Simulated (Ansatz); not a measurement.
# Lattice dynamics of Mg2BeN2 (built on the sites of a database entry of BaMg2Sb2), part 2 of 2

Aim: the vibrations of Mg2BeN2 (built on the sites of a database entry of BaMg2Sb2), their spectra, and whether the structure is stable.

Ansatz 0.2.0; DFT PBEsol, scalar-relativistic, plane waves, PAW.

So far. Step 4 (Tight relaxation): The largest force component left is 0.056 meV/Å and the pressure is 0.002 GPa, within the tolerances set. The cell now holds 9.94 Å³/atom. Step 5 (Zone-centre response): Before it was imposed, the acoustic sum rule was missed by 1.2e-4 eV/Å² and the charge sum rule by 0.011 e. Small misses are needed for a sound result but don't prove that mesh and cutoff are converged. The relaxed cell has a = 3.358, c = 5.088 Å (conventional setting).

The structure was built from a prototype and need not be the compound's stable phase.

### Step 6. The dispersion

Stability and thermal properties need the whole zone. Linear response on a 3×3×2 q mesh gives force constants as far as a supercell of that size would, and the tensors from the zone-centre run are typed in so that the long-range dipole term is interpolated apart.

Input file input.yaml:

```yaml
crystal:
  lattice:
    - [3.3580224891, 2.7e-06, 0.0]
    - [-1.6790135829, 2.908131432, 0.0]
    - [0.0, 0.0, 5.0875578533]
  atoms:
    - { symbol: Be, position: [0.0, 0.0, 0.0] }
    - { symbol: Mg, position: [0.3333333333, 0.6666666667, 0.6874943998] }
    - { symbol: Mg, position: [0.6666666667, 0.3333333333, 0.3125056002] }
    - { symbol: "N", position: [0.3333333333, 0.6666666667, 0.2163585109] }
    - { symbol: "N", position: [0.6666666667, 0.3333333333, 0.7836414891] }
kpoints:
  mp_grid: { grid: [9, 9, 6] }
hamiltonian:
  xc: pbesol
scf:
  occupations: { method: fixed }
output:
  eigenvalues: true
phonons:
  method: dfpt
  qmesh: [3, 3, 2]
  temperatures: { t_max: 1000, t_step: 50 }
  qpath:
    path:
      - [[0.0, 0.0, 0.0], [0.5, 0.0, 0.0], [0.33333333, 0.33333333, 0.0], [0.0, 0.0, 0.0], [0.0, 0.0, 0.5], [0.5, 0.0, 0.5], [0.33333333, 0.33333333, 0.5], [0.0, 0.0, 0.5]]
      - [[0.5, 0.0, 0.5], [0.5, 0.0, 0.0]]
      - [[0.33333333, 0.33333333, 0.5], [0.33333333, 0.33333333, 0.0]]
    npoints: 10
  non_analytic_term:
    high_frequency_dielectric_tensor: [[6.2054, 0.0, 0.0], [0.0, 6.2054, 0.0], [0.0, 0.0, 7.0745]]
    born_effective_charges:
      - { species: Be, tensor: [[2.6425, 0.0, 0.0], [0.0, 2.6425, 0.0], [0.0, 0.0, 1.8228]] }
      - { species: Mg, tensor: [[1.5793, 0.0, 0.0], [0.0, 1.5793, 0.0], [0.0, 0.0, 2.0764]] }
      - { species: Mg, tensor: [[1.5793, 0.0, 0.0], [0.0, 1.5793, 0.0], [0.0, 0.0, 2.0764]] }
      - { species: "N", tensor: [[-2.9006, 0.0, 0.0], [0.0, -2.9006, 0.0], [0.0, 0.0, -2.9878]] }
      - { species: "N", tensor: [[-2.9006, 0.0, 0.0], [0.0, -2.9006, 0.0], [0.0, 0.0, -2.9878]] }
    source: "zone-centre run at this cell"
```

Launch:

```bash
> ansatz run input.yaml --threads 8 --pin off --max-ram 14336MiB --backend cpu --events-out ev --progress --plain --runs-dir out
```

The job ended after 2 min (8 threads of Arm Neoverse V2, shared host; peak memory 1.5 GiB; 15 min of CPU time).

Numbers from this step:

```
sum-rule residual before enforcement                    : 1.18e-4 eV/Å²
lowest frequency on the path                            : -365.6 cm⁻¹
highest frequency on the path or at a solved wavevector : 754.2 cm⁻¹
lowest mode on the q mesh (acoustic modes at Γ apart)   : -347.5 cm⁻¹
```

Frequencies (cm⁻¹) solved at each irreducible wavevector; negative means imaginary. Frequencies by wavevector, by row:

```csv
q in reciprocal lattice units,star,mode 1,mode 2,mode 3,mode 4,mode 13,mode 14,mode 15
0 0 0,1,-212.5,-212.5,-138.3,0,605.6,605.7,605.7
0 0 -0.5,1,-191.7,-191.7,145.6,145.6,605.2,605.2,626.6
0 0.3333 0,6,-310,-250.3,59.1,103.1,624.6,646.6,708.7
0 0.3333 -0.5,6,-347.5,-308.4,130.6,202,620.2,659.5,688
0.3333 0.3333 0,2,-298.1,-297.6,-297.6,184.3,646,646,655.8
0.3333 0.3333 -0.5,2,-286.2,-286.2,-201.9,220.2,621.9,632.1,647.2
```

Interpolated from a 3×3×2 q mesh, with the LO-TO term (at Γ the limit along the path; where Γ stands inside the path, tables give the limit on arrival). Phonon branches along the path, in cm⁻¹:

```csv
point,branch 1,branch 2,branch 3,branch 4,branch 12,branch 13,branch 14,branch 15
Γ,-212,-138,0,0,606,606,606,754
halfway,-292,-212,52,75,597,618,650,726
M,-322,-291,97,127,582,625,632,688
halfway,-319,-302,-209,135,604,624,648,674
K,-298,-298,-298,184,618,646,646,656
halfway,-315,-166,-150,44,601,623,648,715
Γ,-212,-138,0,0,606,606,606,754
halfway,-202,-202,90,90,604,606,606,624
A,-192,-192,146,146,603,605,605,627
halfway,-323,-299,139,203,597,615,653,698
L,-366,-316,52,215,626,626,642,655
halfway,-331,-303,-137,204,615,630,640,646
H,-286,-286,-202,220,622,622,632,647
halfway,-312,-310,112,195,605,615,658,692
A,-192,-192,146,146,603,605,605,627
jump to L,-366,-316,52,215,626,626,642,655
halfway,-348,-307,95,216,603,630,634,673
M,-322,-291,97,127,582,625,632,688
jump to H,-286,-286,-202,220,622,622,632,647
halfway,-292,-292,-261,198,624,635,635,653
K,-298,-298,-298,184,618,646,646,656
```

Tetrahedra on a 21×21×12 mesh, mean over bins of 10 cm-1. Interpolated from a 3×3×2 q mesh. Table of phonon density of states by wavenumber; read off at these points:

```csv
wavenumber (cm⁻¹),phonon density of states (1/cm⁻¹/cell)
-365,8.1e-4
-335,0.0134
-325,0.0289
-305,0.0268
-295,0.0283
-275,0.0112
-245,0.00686
-215,0.00539
-185,0.00412
-155,0.00373
-125,0.00281
-95,0.00236
-65,0.00191
-35,0.00196
-5,0.00174
25,0.00186
55,0.0032
85,0.00517
115,0.00661
145,0.00809
175,0.00795
215,0.0267
245,0.0228
275,0.0223
305,0.0164
335,0.0181
365,0.0221
395,0.0239
425,0.0147
455,0.0135
485,0.0195
515,0.0147
545,0.0110
575,0.00684
605,0.0600
625,0.0507
635,0.0370
645,0.0583
665,0.0125
695,0.0177
725,0.0044
755,2.0e-5
```

The partial phonon density of states has structure finer than the step of the table below, so its rows give means over 50 cm⁻¹, whole bins alone (the curve runs from -375 to 785 cm⁻¹). Peaks (cm⁻¹: height): Be -316.3: 0.016, 471.6: 0.00546, 646.7: 0.00516; Mg -301.7: 0.00707, 282.0: 0.0130, 391.4: 0.0134, 471.6: 0.0116, 603.0: 0.0172; N 223.6: 0.0130, 500.8: 0.00819, 632.2: 0.0322.

Phonopy on the run's constants, 19x19x11 mesh, Gaussian sigma 8.3 cm-1. Interpolated from a 3×3×2 q mesh. Partial phonon density of states against wavenumber; means over each step; values in 1/cm⁻¹/cell:

```csv
wavenumber (cm⁻¹),Be,Mg,N
-300,0.0136,0.00558,0.00319
-250,0.00456,0.00192,0.00144
-200,0.00236,0.00133,0.00113
-150,0.00126,0.00130,0.00115
-100,7.7e-4,9.4e-4,7.9e-4
-50,4.4e-4,8.3e-4,6.4e-4
0,1.7e-4,4.0e-4,3.8e-4
50,6.7e-4,0.00126,0.00133
100,9.0e-4,0.00263,0.00239
150,7.0e-4,0.00342,0.00374
200,0.00108,0.00907,0.0104
250,0.00137,0.0118,0.00924
300,0.00185,0.0114,0.00678
350,0.00272,0.0109,0.00533
400,0.00341,0.0122,0.00482
450,0.00363,0.00897,0.00363
500,0.00458,0.00830,0.00608
550,0.00292,0.00420,0.00306
600,0.00188,0.0114,0.0212
650,0.00381,0.00731,0.0236
700,0.00176,0.00284,0.00759
750,8.2e-5,3.6e-4,8.3e-4
```

Symmetry leaves 6 wavevectors to solve. The lowest mode among them, the acoustic zeros apart, lies at q = (0, 0.333, -0.5) and is imaginary, 347.5i cm⁻¹, so the energy falls along it. Between them the interpolated path dips to 366i cm⁻¹.

### Step 7. Another isotope, element Mg, natural mass 24.305 amu

An isotope changes the mass and not the force constants, so no new electronic calculation is needed; the shifts show which modes move this element.

The same force constants with the mass of Mg changed from 24.305 to 25.983 u (phonopy, no LO-TO term). Both lists are sorted by frequency; levels can cross, so a row need not hold one and the same mode. Modes under 3 cm⁻¹ are left out. Isotope shifts, by row, the first 40 of 57 rows:

```csv
q,rank,natural mass (cm⁻¹),changed mass (cm⁻¹)
0 0 0,1,-212.5,-212.4
0 0 0,2,-212.5,-212.4
0 0 0,3,-138.3,-136.9
0 0 0,7,263.1,257.7
0 0 0,8,263.1,257.7
0 0 0,9,295.5,287.7
0 0 0,10,488.1,484.9
0 0 0,11,565.2,562.9
0 0 0,12,605.6,597.4
0 0 0,13,605.6,597.4
0 0 0,14,605.7,598.1
0 0 0,15,605.7,598.1
0 0 -0.5,1,-191.7,-191.7
0 0 -0.5,2,-191.7,-191.7
0 0 -0.5,3,145.6,142.6
0 0 -0.5,4,145.6,142.6
0 0 -0.5,5,196.8,193.9
0 0 -0.5,6,200.1,194.7
0 0 -0.5,7,221.4,217.2
0 0 -0.5,8,221.4,217.2
0 0 -0.5,9,440,432
0 0 -0.5,10,504.1,501.1
0 0 -0.5,11,602.7,594.3
0 0 -0.5,12,602.7,594.3
0 0 -0.5,13,605.2,597.7
0 0 -0.5,14,605.2,597.7
0 0 -0.5,15,626.6,626.6
0 0.3333 0,1,-310,-308.7
0 0.3333 0,2,-250.3,-247.6
0 0.3333 0,3,59.09,58.5
0 0.3333 0,4,103.1,101.1
0 0.3333 0,5,189.5,185.8
0 0.3333 0,6,259.9,254.8
0 0.3333 0,7,289.5,285.6
0 0.3333 0,8,398.1,390.4
0 0.3333 0,9,424.9,415.1
0 0.3333 0,10,463.6,457.2
0 0.3333 0,11,542.1,537.1
0 0.3333 0,12,590.7,582.4
0 0.3333 0,13,624.6,618.9
```

A mode of this element alone would shift by -3.28 %. The highest zone-centre frequency without the field goes from 605.7 to 598.1 cm⁻¹ (-1.3 %).

### Step 8. Isotope substitution, element N, natural mass 14.007 amu

The same for N, from 14.01 to 15.00 u.

A mode of this element alone would shift by -3.37 %. The highest zone-centre frequency without the field goes from 605.7 to 594.9 cm⁻¹ (-1.8 %).

### Step 9. Results

```
space group after relaxation (within 0.01 Å)            : P-3m1
volume per atom                                         : 9.94 Å³
gap on the k-mesh                                       : 1.36 eV
highest optical mode at the zone centre (no LO-TO term) : 606 cm⁻¹
top of the zone-centre spectrum with the field          : 754 cm⁻¹
lowest optical zone-centre mode                         : -213 cm⁻¹
mean high-frequency dielectric constant                 : 6.50
largest Born charge (third of the trace)                : -2.93 e
lowest mode on the q mesh (acoustic modes at Γ apart)   : -347 cm⁻¹
highest frequency on the path or at a solved wavevector : 754 cm⁻¹
imaginary modes on the 3×3×2 q mesh                     : yes
```

**Reading.** Modes are clearly imaginary (beyond 10i cm⁻¹) at 6 of the 6 irreducible wavevectors, most at q = (0, 0.333, -0.5) (347.5i cm⁻¹), so this structure is not a minimum of the energy. Without the field, the optical modes at Γ span -213 to 606 cm⁻¹ (negative means imaginary). With the macroscopic field of the longitudinal modes the top of the zone-centre spectrum lies at 754 cm⁻¹, against 606 cm⁻¹ without it. Among the real modes, the strongest infrared line is at 606 cm⁻¹. Averaged over orientations, the strongest Raman line at 532 nm and 300 K is at 488 cm⁻¹. The tensors are the static, non-resonant ones, while 532 nm light (2.33 eV) lies above the computed gap. With the field response the log warns that the k mesh is coarse for the force constants too, so the frequencies may not be converged. The program warns that the interpolation holds no quadrupole term, so branches close to Γ can be off in this crystal. The starting cell was built on a prototype and not taken from a measurement, so the phase need not exist. These are harmonic frequencies at zero temperature: anharmonic shifts, linewidths and thermal expansion are left out.

[Logs are printed without paths, hosts, clocks, repeated set-up lines and the standing remarks that a program may print on its own settings, such as how far it seeks lower states.]

[Hosts, paths, dates, database ids (printed as entryN), source tags and the programs' standing remarks are cut or masked in the printed files.]
